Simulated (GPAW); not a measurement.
**A C chain with one bond drawn out by 0.6 Å: converging a transmission**

Aim: the cheapest settings that leave the conductance of a C chain with one bond drawn out by 0.6 Å unchanged.

Main program and level: GPAW 26.7.0; GPAW LCAO, PAW setups; Landauer transmission from Green's functions with principal layers (ASE), zero bias.

## (1) Starting point

The cell holds 12 atoms: 12 C. Its edges and angles: a = 9.000 Å, b = 9.000 Å, c = 15.960 Å, α = 90.0°, β = 90.0°, γ = 90.0°. Regions: left lead, 6 atoms (6 C); right lead, 6 atoms (6 C). Vacuum lies along a and b. The structure is stacked along c, and the current runs across the ab planes.

## (2) The reference run

All settings start at ordinary values; they are then varied in turn, with meshes following the cell where its length changes.

run.py

```python
import json
import numpy as np
from ase import Atoms
from ase.transport.calculators import TransportCalculator
from gpaw import GPAW, FermiDirac
from gpaw.lcao.tools import get_lcao_hamiltonian
from scipy.linalg import eigh

# The junction with lead layers at both ends, along the third cell vector
device = Atoms(
    ['C', 'C', 'C', 'C', 'C', 'C', 'C', 'C', 'C', 'C', 'C', 'C'],
    positions=[
        [4.50000, 4.50000, 0.64000],
        [4.50000, 4.50000, 1.92000],
        [4.50000, 4.50000, 3.20000],
        [4.50000, 4.50000, 4.48000],
        [4.50000, 4.50000, 5.76000],
        [4.50000, 4.50000, 7.04000],
        [4.50000, 4.50000, 8.92000],
        [4.50000, 4.50000, 10.20000],
        [4.50000, 4.50000, 11.48000],
        [4.50000, 4.50000, 12.76000],
        [4.50000, 4.50000, 14.04000],
        [4.50000, 4.50000, 15.32000]],
    cell=[[9.0, 0.0, 0.0], [0.0, 9.0, 0.0], [0.0, 0.0, 15.96]],
    pbc=True)

# One principal layer of the lead: the first 4 atoms of the device
lead = Atoms(
    ['C', 'C', 'C', 'C'],
    positions=[
        [4.50000, 4.50000, 0.64000],
        [4.50000, 4.50000, 1.92000],
        [4.50000, 4.50000, 3.20000],
        [4.50000, 4.50000, 4.48000]],
    cell=[[9.0, 0.0, 0.0], [0.0, 9.0, 0.0], [0.0, 0.0, 5.12]],
    pbc=True)

settings = dict(mode='lcao', basis='szp(dzp)', xc='PBE', h=0.2,
                occupations=FermiDirac(0.1), maxiter=250,
                mixer=dict(beta=0.1, nmaxold=8, weight=100.0),
                convergence=dict(density=0.0001))
energies = np.arange(-3, 3 + 1e-9, 0.075)
eta = 0.0001
n1, n2 = 1, 1
# k and -k transmit alike, so half of the mesh across the current serves
mesh = [(i, j) for i in range(n1) for j in range(n2) if (i, j) <= (-i % n1, -j % n2)]
weights = np.array([1 if (i, j) == (-i % n1, -j % n2) else 2 for i, j in mesh]) / (n1 * n2)

# [... helper functions left out ...]
fermi_lead = ground_state(lead, (1, 1, 22), 'lead.txt')
fermi_device = ground_state(device, (1, 1, 5), 'device.txt')
# [... loop over the mesh left out, but for ...]
        # Shift the lead onto the potential of the device's first layer
        shift = ((H[:, 0, 0] - H0[:, 0, 0]) / S0[0, 0]).real.mean()
# [...]
kT = 8.617333e-5 * 77
bias = [0.1, 0.2, 0.5, 1.0, 1.5, 2.0]
# [... integrals and printing left out ...]
```

The run is started by

```bash
$ OMP_NUM_THREADS=1 OPENBLAS_NUM_THREADS=1 python run.py
```

The program printed:

```text
basis functions: device 108, principal layer 36
Fermi level: lead -6.8417 eV, device -6.7534 eV; lead shifted by -0.0117 eV
largest coupling past the next layer 1.03e-04 eV, largest misfit of the first layer 0.177 eV
  E-E_F (eV)   T (one spin)  [channel counts left out]
    -3.000    4.3554e-01
    -2.925    4.4678e-01
    -2.850    4.5745e-01
    -2.775    4.6764e-01
    -2.700    4.7744e-01
    -2.625    4.8696e-01
    -2.550    4.9633e-01
    -2.475    5.0565e-01
    -2.400    5.1503e-01
    -2.325    5.2457e-01
    -2.250    5.3436e-01
    -2.175    5.4448e-01
    -2.100    5.5500e-01
    -2.025    5.6596e-01
    -1.950    5.7742e-01
    -1.875    5.8940e-01
[...]
2.475    8.1465e-01
     2.550    8.1457e-01
     2.625    8.1480e-01
     2.700    8.1531e-01
     2.775    8.1608e-01
     2.850    8.1709e-01
     2.925    8.1832e-01
     3.000    8.1974e-01
conductance at 77 K: 0.89942 G0 a cell; thermopower -0.11 uV/K
current from the zero-bias T(E) at 0.1 V: 6.9678 uA
current from the zero-bias T(E) at 0.2 V: 13.932 uA
current from the zero-bias T(E) at 0.5 V: 34.766 uA
current from the zero-bias T(E) at 1.0 V: 69.082 uA
current from the zero-bias T(E) at 1.5 V: 102.56 uA
current from the zero-bias T(E) at 2.0 V: 134.91 uA
```

Elapsed: 16 s, on 1 thread of Arm Neoverse V1, shared host; peak memory 0.52 GiB.

Numbers from this step:

- conductance: 0.8994 G₀
- largest coupling past the next principal layer: 1.03e-4 eV
- largest misfit of the first principal layer: 0.1771 eV
- shift that aligns the lead: -0.01166 eV
- basis functions of the junction: 108
- basis functions of a principal layer: 36
- transmission at the Fermi level (one spin): 0.8995

One spin. Transmission, zone mean against energy, zero at the Fermi level:

| energy (eV) | transmission, zone mean |
| --- | --- |
| -3.0000 | 0.436 |
| -2.7750 | 0.468 |
| -2.4750 | 0.506 |
| -2.2500 | 0.534 |
| -2.0250 | 0.566 |
| -1.7250 | 0.615 |
| -1.5000 | 0.657 |
| -1.2750 | 0.702 |
| -0.9750 | 0.764 |
| -0.7500 | 0.808 |
| -0.5250 | 0.845 |
| -0.2250 | 0.883 |
| 0.0000 | 0.899 |
| 0.2250 | 0.907 |
| 0.3000 | 0.907 |
| 0.5250 | 0.903 |
| 0.7500 | 0.894 |
| 0.9750 | 0.880 |
| 1.2750 | 0.861 |
| 1.5000 | 0.846 |
| 1.7250 | 0.834 |
| 2.0250 | 0.822 |
| 2.2500 | 0.817 |
| 2.4750 | 0.815 |
| 2.7750 | 0.816 |
| 3.0000 | 0.820 |

Not self-consistent under bias; the bias window is split evenly. The current through one cell, from the zero-bias transmission by bias:

| bias (V) | current through one cell, from the zero-bias transmission (μA) |
| --- | --- |
| 0.100 | 6.97 |
| 0.200 | 13.9 |
| 0.500 | 34.8 |
| 1.000 | 69.1 |
| 1.500 | 103 |
| 2.000 | 135 |

Couplings past the next layer reach 1.0e-4 eV, small enough to drop; the matrix elements of the cell's first layer differ from the bulk lead's by up to 0.18 eV. That layer keeps its own values in the calculation, and only beyond it is the lead taken as perfect. The Fermi levels of lead and junction count from different zeros of potential, one for each periodic cell; with both set to zero, the small remaining shift is what aligns them. By hand: G = 0.8994 × 77.48 μS = 69.7 μS, a resistance of 14.3 kΩ; at 0.1 V a linear junction would pass 6.97 μA, and the integral over the bias window gives 6.97 μA.

## (3) Varying the energy step: de = 0.2

The thermal integrals interpolate T(E), so the step must resolve what lies within a few kT of the Fermi level.

run.py, as its differences from that of step 2:

```diff
@@ -42,3 +42,3 @@
                 convergence=dict(density=0.0001))
-energies = np.arange(-3, 3 + 1e-9, 0.075)
+energies = np.arange(-3, 3 + 1e-9, 0.2)
 eta = 0.0001
```

The program printed:

```text
basis functions: device 108, principal layer 36
Fermi level: lead -6.8417 eV, device -6.7534 eV; lead shifted by -0.0117 eV
largest coupling past the next layer 1.03e-04 eV, largest misfit of the first layer 0.177 eV
  E-E_F (eV)   T (one spin)  [channel counts left out]
    -3.000    4.3554e-01
    -2.800    4.6429e-01
    -2.600    4.9010e-01
    -2.400    5.1503e-01
    -2.200    5.4106e-01
    -2.000    5.6973e-01
    -1.800    6.0191e-01
    -1.600    6.3780e-01
    -1.400    6.7684e-01
    -1.200    7.1784e-01
    -1.000    7.5903e-01
    -0.800    7.9832e-01
    -0.600    8.3357e-01
    -0.400    8.6292e-01
    -0.200    8.8509e-01
     0.000    8.9949e-01
[...]
1.600    8.4067e-01
     1.800    8.3066e-01
     2.000    8.2295e-01
     2.200    8.1774e-01
     2.400    8.1504e-01
     2.600    8.1469e-01
     2.800    8.1639e-01
     3.000    8.1974e-01
conductance at 77 K: 0.89931 G0 a cell; thermopower -0.1112 uV/K
current from the zero-bias T(E) at 0.1 V: 6.9653 uA
current from the zero-bias T(E) at 0.2 V: 13.923 uA
current from the zero-bias T(E) at 0.5 V: 34.746 uA
current from the zero-bias T(E) at 1.0 V: 69.042 uA
current from the zero-bias T(E) at 1.5 V: 102.5 uA
current from the zero-bias T(E) at 2.0 V: 134.84 uA
```

Elapsed: 16 s, on 1 thread; peak memory 0.52 GiB.

This step gave:

| Property | Result |
| --- | --- |
| conductance | 0.8993 G₀ |

One spin. The transmission, zone mean by energy, zero at the Fermi level:

| energy (eV) | transmission, zone mean |
| --- | --- |
| -3.00 | 0.436 |
| -2.80 | 0.464 |
| -2.40 | 0.515 |
| -2.20 | 0.541 |
| -1.80 | 0.602 |
| -1.60 | 0.638 |
| -1.20 | 0.718 |
| -1.00 | 0.759 |
| -0.80 | 0.798 |
| -0.40 | 0.863 |
| -0.20 | 0.885 |
| 0.00 | 0.899 |
| 0.20 | 0.906 |
| 0.40 | 0.906 |
| 0.80 | 0.891 |
| 1.00 | 0.879 |
| 1.20 | 0.866 |
| 1.60 | 0.841 |
| 1.80 | 0.831 |
| 2.20 | 0.818 |
| 2.40 | 0.815 |
| 2.80 | 0.816 |
| 3.00 | 0.820 |

Not self-consistent under bias; the bias window is split evenly. Current through one cell, from the zero-bias transmission against bias:

| bias (V) | current through one cell, from the zero-bias transmission (μA) |
| --- | --- |
| 0.100 | 6.97 |
| 0.200 | 13.9 |
| 0.500 | 34.7 |
| 1.000 | 69.0 |
| 1.500 | 103 |
| 2.000 | 135 |

The conductance equals that of the base run to 0.2 %.

## (4) Energy step: de = 0.1

run.py, as its differences from that of step 3:

```diff
@@ -42,3 +42,3 @@
                 convergence=dict(density=0.0001))
-energies = np.arange(-3, 3 + 1e-9, 0.2)
+energies = np.arange(-3, 3 + 1e-9, 0.1)
 eta = 0.0001
```

The program printed:

```text
basis functions: device 108, principal layer 36
Fermi level: lead -6.8417 eV, device -6.7534 eV; lead shifted by -0.0117 eV
largest coupling past the next layer 1.03e-04 eV, largest misfit of the first layer 0.177 eV
  E-E_F (eV)   T (one spin)  [channel counts left out]
    -3.000    4.3554e-01
    -2.900    4.5040e-01
    -2.800    4.6429e-01
    -2.700    4.7744e-01
    -2.600    4.9010e-01
    -2.500    5.0254e-01
    -2.400    5.1503e-01
    -2.300    5.2780e-01
    -2.200    5.4106e-01
    -2.100    5.5500e-01
    -2.000    5.6973e-01
    -1.900    5.8535e-01
    -1.800    6.0191e-01
    -1.700    6.1941e-01
    -1.600    6.3780e-01
    -1.500    6.5698e-01
[...]
2.300    8.1608e-01
     2.400    8.1504e-01
     2.500    8.1459e-01
     2.600    8.1469e-01
     2.700    8.1531e-01
     2.800    8.1639e-01
     2.900    8.1789e-01
     3.000    8.1974e-01
conductance at 77 K: 0.8994 G0 a cell; thermopower -0.1102 uV/K
current from the zero-bias T(E) at 0.1 V: 6.9673 uA
current from the zero-bias T(E) at 0.2 V: 13.931 uA
current from the zero-bias T(E) at 0.5 V: 34.763 uA
current from the zero-bias T(E) at 1.0 V: 69.077 uA
current from the zero-bias T(E) at 1.5 V: 102.55 uA
current from the zero-bias T(E) at 2.0 V: 134.9 uA
```

The job ended after 16 s (1 thread; peak memory 0.51 GiB).

Numbers from this step:

* conductance: 0.8994 G₀

One spin. Transmission, zone mean against energy, zero at the Fermi level:

| energy (eV) | transmission, zone mean |
| --- | --- |
| -3.00 | 0.436 |
| -2.80 | 0.464 |
| -2.60 | 0.490 |
| -2.40 | 0.515 |
| -2.20 | 0.541 |
| -2.00 | 0.570 |
| -1.80 | 0.602 |
| -1.60 | 0.638 |
| -1.30 | 0.697 |
| -1.10 | 0.739 |
| -0.90 | 0.779 |
| -0.70 | 0.817 |
| -0.50 | 0.849 |
| -0.30 | 0.875 |
| -0.10 | 0.893 |
| 0.00 | 0.899 |
| 0.10 | 0.904 |
| 0.30 | 0.907 |
| 0.50 | 0.904 |
| 0.70 | 0.896 |
| 0.90 | 0.885 |
| 1.10 | 0.872 |
| 1.30 | 0.859 |
| 1.60 | 0.841 |
| 1.80 | 0.831 |
| 2.00 | 0.823 |
| 2.20 | 0.818 |
| 2.40 | 0.815 |
| 2.60 | 0.815 |
| 2.80 | 0.816 |
| 3.00 | 0.820 |

Not self-consistent under bias; the bias window is split evenly. Current through one cell, from the zero-bias transmission against bias:

| bias (V) | current through one cell, from the zero-bias transmission (μA) |
| --- | --- |
| 0.100 | 6.97 |
| 0.200 | 13.9 |
| 0.500 | 34.8 |
| 1.000 | 69.1 |
| 1.500 | 103 |
| 2.000 | 135 |

The conductance equals that of the base run to 0.2 %.

## (5) Energy step: de = 0.025

run.py, as its differences from that of step 4:

```diff
@@ -42,3 +42,3 @@
                 convergence=dict(density=0.0001))
-energies = np.arange(-3, 3 + 1e-9, 0.1)
+energies = np.arange(-3, 3 + 1e-9, 0.025)
 eta = 0.0001
```

The program printed:

```text
basis functions: device 108, principal layer 36
Fermi level: lead -6.8417 eV, device -6.7534 eV; lead shifted by -0.0117 eV
largest coupling past the next layer 1.03e-04 eV, largest misfit of the first layer 0.177 eV
  E-E_F (eV)   T (one spin)  [channel counts left out]
    -3.000    4.3554e-01
    -2.975    4.3935e-01
    -2.950    4.4310e-01
[...]
2.975    8.1925e-01
     3.000    8.1974e-01
conductance at 77 K: 0.89947 G0 a cell; thermopower -0.1099 uV/K
current from the zero-bias T(E) at 0.1 V: 6.9685 uA
current from the zero-bias T(E) at 0.2 V: 13.933 uA
current from the zero-bias T(E) at 0.5 V: 34.769 uA
current from the zero-bias T(E) at 1.0 V: 69.088 uA
current from the zero-bias T(E) at 1.5 V: 102.57 uA
current from the zero-bias T(E) at 2.0 V: 134.92 uA
```

The job ended after 21 s (1 thread; peak memory 0.51 GiB).

The conductance equals that of the base run to 0.2 %.

## (6) Energy step: de = 0.0125

run.py, as its differences from that of step 5:

```diff
@@ -42,3 +42,3 @@
                 convergence=dict(density=0.0001))
-energies = np.arange(-3, 3 + 1e-9, 0.025)
+energies = np.arange(-3, 3 + 1e-9, 0.0125)
 eta = 0.0001
```

The program printed:

```text
basis functions: device 108, principal layer 36
Fermi level: lead -6.8417 eV, device -6.7534 eV; lead shifted by -0.0117 eV
largest coupling past the next layer 1.03e-04 eV, largest misfit of the first layer 0.177 eV
  E-E_F (eV)   T (one spin)  [channel counts left out]
    -3.000    4.3554e-01
    -2.987    4.3745e-01
    -2.975    4.3935e-01
[...]
2.988    8.1949e-01
     3.000    8.1974e-01
conductance at 77 K: 0.89852 G0 a cell; thermopower -0.2498 uV/K
current from the zero-bias T(E) at 0.1 V: 6.9645 uA
current from the zero-bias T(E) at 0.2 V: 13.929 uA
current from the zero-bias T(E) at 0.5 V: 34.765 uA
current from the zero-bias T(E) at 1.0 V: 69.085 uA
current from the zero-bias T(E) at 1.5 V: 102.56 uA
current from the zero-bias T(E) at 2.0 V: 134.92 uA
```

The job ended after 23 s (1 thread; peak memory 0.52 GiB).

One spin. Table of transmission, zone mean by energy, zero at the Fermi level:

| energy (eV) | transmission, zone mean |
| --- | --- |
| -3.0000 | 0.436 |
| -2.7500 | 0.471 |
| -2.5000 | 0.503 |
| -2.2500 | 0.534 |
| -2.0000 | 0.570 |
| -1.7500 | 0.611 |
| -1.5000 | 0.657 |
| -1.2500 | 0.707 |
| -1.0000 | 0.759 |
| -0.7500 | 0.808 |
| -0.5000 | 0.849 |
| -0.2500 | 0.880 |
| 0.0000 | 0.899 |
| 0.2500 | 0.907 |
| 0.3000 | 0.907 |
| 0.5000 | 0.904 |
| 0.7500 | 0.894 |
| 1.0000 | 0.879 |
| 1.2500 | 0.862 |
| 1.5000 | 0.846 |
| 1.7500 | 0.833 |
| 2.0000 | 0.823 |
| 2.2500 | 0.817 |
| 2.5000 | 0.815 |
| 2.7500 | 0.816 |
| 3.0000 | 0.820 |

The conductance equals that of the base run to 0.2 %.

## (7) Convergence in the energy step

The runs and the base run on one axis.

This step: convergence of the conductance (GPAW 26.7.0).

The conductance stays at 0.899 G₀ for energy step from 0.0125 to 0.2 eV.

## (8) Density threshold: conv = 0.1

The Hamiltonian is taken from the last density. The density threshold is one of the tests that end the cycle; the energy must settle too, so a loose value may not be the test that decides.

This step: GPAW LCAO, PAW setups; Landauer transmission from Green's functions with principal layers (ASE), zero bias (GPAW 26.7.0).

run.py, as its differences from that of step 6:

```diff
@@ -41,4 +41,4 @@
                 mixer=dict(beta=0.1, nmaxold=8, weight=100.0),
-                convergence=dict(density=0.0001))
-energies = np.arange(-3, 3 + 1e-9, 0.0125)
+                convergence=dict(density=0.1))
+energies = np.arange(-3, 3 + 1e-9, 0.075)
 eta = 0.0001
```

The program printed:

```text
basis functions: device 108, principal layer 36
Fermi level: lead -6.8446 eV, device -6.7497 eV; lead shifted by -0.0221 eV
largest coupling past the next layer 1.03e-04 eV, largest misfit of the first layer 0.179 eV
  E-E_F (eV)   T (one spin)  [channel counts left out]
    -3.000    4.2951e-01
    -2.925    4.4177e-01
    -2.850    4.5348e-01
    -2.775    4.6470e-01
    -2.700    4.7549e-01
    -2.625    4.8593e-01
    -2.550    4.9613e-01
    -2.475    5.0617e-01
    -2.400    5.1617e-01
    -2.325    5.2621e-01
    -2.250    5.3639e-01
    -2.175    5.4679e-01
    -2.100    5.5748e-01
    -2.025    5.6853e-01
    -1.950    5.7999e-01
    -1.875    5.9190e-01
[...]
2.475    8.1566e-01
     2.550    8.1555e-01
     2.625    8.1575e-01
     2.700    8.1625e-01
     2.775    8.1703e-01
     2.850    8.1807e-01
     2.925    8.1935e-01
     3.000    8.2083e-01
conductance at 77 K: 0.90032 G0 a cell; thermopower -0.1172 uV/K
current from the zero-bias T(E) at 0.1 V: 6.9747 uA
current from the zero-bias T(E) at 0.2 V: 13.946 uA
current from the zero-bias T(E) at 0.5 V: 34.8 uA
current from the zero-bias T(E) at 1.0 V: 69.153 uA
current from the zero-bias T(E) at 1.5 V: 102.67 uA
current from the zero-bias T(E) at 2.0 V: 135.06 uA
```

The job ended after 13 s (1 thread; peak memory 0.51 GiB).

Numbers from this step:

```yaml
conductance: 0.9003 G₀
largest_misfit_of_the_first_principal_layer: 0.1785 eV
shift_that_aligns_the_lead: -0.02208 eV
transmission_at_the_fermi_level_one_spin: 0.9004
```

One spin. Table of transmission, zone mean by energy, zero at the Fermi level:

| energy (eV) | transmission, zone mean |
| --- | --- |
| -3.00 | 0.430 |
| -2.77 | 0.465 |
| -2.55 | 0.496 |
| -2.40 | 0.516 |
| -2.17 | 0.547 |
| -1.95 | 0.580 |
| -1.73 | 0.617 |
| -1.57 | 0.644 |
| -1.35 | 0.688 |
| -1.12 | 0.733 |
| -0.90 | 0.779 |
| -0.75 | 0.807 |
| -0.53 | 0.845 |
| -0.30 | 0.875 |
| -0.07 | 0.896 |
| 0.00 | 0.900 |
| 0.07 | 0.904 |
| 0.30 | 0.909 |
| 0.53 | 0.906 |
| 0.75 | 0.896 |
| 0.90 | 0.888 |
| 1.12 | 0.873 |
| 1.35 | 0.858 |
| 1.57 | 0.844 |
| 1.73 | 0.836 |
| 1.95 | 0.826 |
| 2.17 | 0.820 |
| 2.40 | 0.816 |
| 2.55 | 0.816 |
| 2.77 | 0.817 |
| 3.00 | 0.821 |

Not self-consistent under bias; the bias window is split evenly. Table of current through one cell, from the zero-bias transmission by bias:

| bias (V) | current through one cell, from the zero-bias transmission (μA) |
| --- | --- |
| 0.100 | 6.97 |
| 0.200 | 13.9 |
| 0.500 | 34.8 |
| 1.000 | 69.2 |
| 1.500 | 103 |
| 2.000 | 135 |

The conductance equals that of the base run to 0.2 %.

## (9) Varying the density threshold: conv = 0.01

run.py, as its differences from that of step 8:

```diff
@@ -41,3 +41,3 @@
                 mixer=dict(beta=0.1, nmaxold=8, weight=100.0),
-                convergence=dict(density=0.1))
+                convergence=dict(density=0.01))
 energies = np.arange(-3, 3 + 1e-9, 0.075)
```

The program printed:

```text
basis functions: device 108, principal layer 36
Fermi level: lead -6.8425 eV, device -6.7497 eV; lead shifted by -0.0224 eV
largest coupling past the next layer 1.03e-04 eV, largest misfit of the first layer 0.179 eV
  E-E_F (eV)   T (one spin)  [channel counts left out]
    -3.000    4.2965e-01
    -2.925    4.4192e-01
    -2.850    4.5365e-01
    -2.775    4.6486e-01
    -2.700    4.7565e-01
    -2.625    4.8608e-01
    -2.550    4.9625e-01
    -2.475    5.0627e-01
    -2.400    5.1623e-01
    -2.325    5.2624e-01
    -2.250    5.3639e-01
    -2.175    5.4676e-01
    -2.100    5.5742e-01
    -2.025    5.6845e-01
    -1.950    5.7989e-01
    -1.875    5.9177e-01
[...]
2.475    8.1566e-01
     2.550    8.1556e-01
     2.625    8.1577e-01
     2.700    8.1629e-01
     2.775    8.1708e-01
     2.850    8.1814e-01
     2.925    8.1942e-01
     3.000    8.2092e-01
conductance at 77 K: 0.90046 G0 a cell; thermopower -0.1169 uV/K
current from the zero-bias T(E) at 0.1 V: 6.9758 uA
current from the zero-bias T(E) at 0.2 V: 13.948 uA
current from the zero-bias T(E) at 0.5 V: 34.806 uA
current from the zero-bias T(E) at 1.0 V: 69.162 uA
current from the zero-bias T(E) at 1.5 V: 102.68 uA
current from the zero-bias T(E) at 2.0 V: 135.07 uA
```

Elapsed: 13 s, on 1 thread; peak memory 0.51 GiB.

This step gave:

```
conductance                                : 0.9005 G₀
shift that aligns the lead                 : -0.02241 eV
transmission at the Fermi level (one spin) : 0.9005
```

One spin. Table of transmission, zone mean by energy, zero at the Fermi level:

| energy (eV) | transmission, zone mean |
| --- | --- |
| -3.00 | 0.430 |
| -2.85 | 0.454 |
| -2.70 | 0.476 |
| -2.55 | 0.496 |
| -2.33 | 0.526 |
| -2.17 | 0.547 |
| -2.02 | 0.568 |
| -1.88 | 0.592 |
| -1.73 | 0.617 |
| -1.57 | 0.644 |
| -1.35 | 0.688 |
| -1.20 | 0.718 |
| -1.05 | 0.749 |
| -0.90 | 0.779 |
| -0.75 | 0.807 |
| -0.60 | 0.833 |
| -0.38 | 0.866 |
| -0.23 | 0.883 |
| -0.07 | 0.896 |
| 0.00 | 0.901 |
| 0.07 | 0.904 |
| 0.23 | 0.908 |
| 0.30 | 0.909 |
| 0.38 | 0.909 |
| 0.60 | 0.903 |
| 0.75 | 0.896 |
| 0.90 | 0.888 |
| 1.05 | 0.878 |
| 1.20 | 0.868 |
| 1.35 | 0.858 |
| 1.57 | 0.844 |
| 1.73 | 0.836 |
| 1.88 | 0.829 |
| 2.02 | 0.824 |
| 2.17 | 0.820 |
| 2.33 | 0.817 |
| 2.55 | 0.816 |
| 2.70 | 0.816 |
| 2.85 | 0.818 |
| 3.00 | 0.821 |

Not self-consistent under bias; the bias window is split evenly. The current through one cell, from the zero-bias transmission by bias:

| bias (V) | current through one cell, from the zero-bias transmission (μA) |
| --- | --- |
| 0.100 | 6.98 |
| 0.200 | 13.9 |
| 0.500 | 34.8 |
| 1.000 | 69.2 |
| 1.500 | 103 |
| 2.000 | 135 |

The conductance equals that of the base run to 0.2 %.

(Part 1 of 3 ends here.)

[Logs are printed without paths, hosts, clocks, repeated set-up lines and the standing remarks that a program may print on its own settings, such as how far it seeks lower states.]

[Hosts, paths, dates, database ids (printed as entryN), source tags and the programs' standing remarks are cut or masked in the printed files.]
